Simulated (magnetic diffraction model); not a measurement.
## Magnetic neutron pattern of Cu₃Pb₂S₃O₂

Space group Cmmm (no. 65), a = 4.4800 Å, b = 21.8970 Å, c = 3.9940 Å.

| site | atom | x | y | z |
| --- | --- | --- | --- | --- |
| 4j | Pb | 0 | 0.3976 | 1/2 |
| 2a | Cu | 0 | 0 | 0 |
| 4i | Cu | 1/2 | 0.3015 | 0 |
| 2b | S | 1/2 | 0 | 0 |
| 4i | S | 0 | 0.2973 | 0 |
| 4i | O | 0 | 0.1021 | 0 |

This is a made-up structure (elements placed in a structure type, unrelaxed), so the numbers test the method and describe no known phase.

Only Cu is taken to order (form factors of Cu2+); orders and moment sizes are assumed, and not adapted to the symmetry. Radiation: neutrons of λ = 1.8 Å, 1.5° to 45°; isotropic B of 0.39 Å² (Pb), 0.41 Å² (Cu), 0.58 Å² (S) and 0.61 Å² (O). Simulated constant-wavelength pattern: nuclear and magnetic terms add, the magnetic one as |2.695 fm × Σ f S⊥ exp(2πi Q·r) exp(−B s²)|², summed over all Q at one angle with the factor 1/(sin²θ cos θ). For a modulated order the moment at position r is S exp(−2πi k·r) + c.c., with S = m/2 for a sine wave of amplitude m and S = m(u + iv)/2 for moments turning in a plane, u and v being orthogonal unit vectors in it; the phase factor of the sum at Q = H + k is then exp(2πi H·r). Free-ion form factors, Sears's scattering lengths of 1992, no absorption; a label names one of the reflections at its angle. The strongest nuclear line in the range is 100, and lines under 0.2 are left out.

Assume the order k = (1/5 0 0), moments turning in the plane of [100] and [010], 0.82 μB on Cu; signs + at (0, 0, 0), + at (1/2, 0.3015, 0), + at (0, 0.1985, 0).

Q: Where does magnetic intensity appear, and how strong is it?

```csv
2θ (°),index,nuclear,magnetic
4.61,(1/5 0 0),0.0,14.5
9.43,(0 2 0),1.4,0.0
10.50,(1/5 2 0),0.0,0.2
18.93,(0 4 0),6.0,0.0
19.10,(4/5 1 0),0.0,0.5
19.49,(1/5 4 0),0.0,0.4
23.66,(1 1 0),0.6,0.0
26.05,(0 0 1),25.6,0.0
26.46,(1/5 0 1),0.0,1.4
27.76,(0 2 1),5.4,0.0
28.55,(0 6 0),1.1,0.0
30.25,(4/5 5 0),0.0,0.5
32.39,(0 4 1),30.0,0.0
32.50,(4/5 1 1),0.0,0.4
32.74,(1/5 4 1),0.0,0.4
33.40,(1 5 0),25.5,0.0
35.48,(1 1 1),100.0,0.0
36.94,(6/5 5 0),0.0,0.3
38.06,(1 3 1),16.5,0.0
38.39,(0 8 0),0.7,0.0
38.85,(6/5 1 1),0.0,0.2
39.03,(0 6 1),20.6,0.0
39.32,(1/5 6 1),0.0,0.2
40.33,(4/5 5 1),0.0,0.7
42.84,(1 5 1),16.3,0.0
```

The strongest magnetic line in the range is (1/5 0 0) at 4.61° (14.5). On top of the Lorentz factor, which all lines share, magnetic lines fade with angle because f falls: for Cu2+ it is 0.93, 0.75, 0.55 and 0.23 at sin θ/λ = 0.1, 0.2, 0.3 and 0.5 Å⁻¹, while nuclear lengths stay constant. The order has no net moment.

[Logs are printed without paths, hosts, clocks, repeated set-up lines and the standing remarks that a program may print on its own settings, such as how far it seeks lower states.]
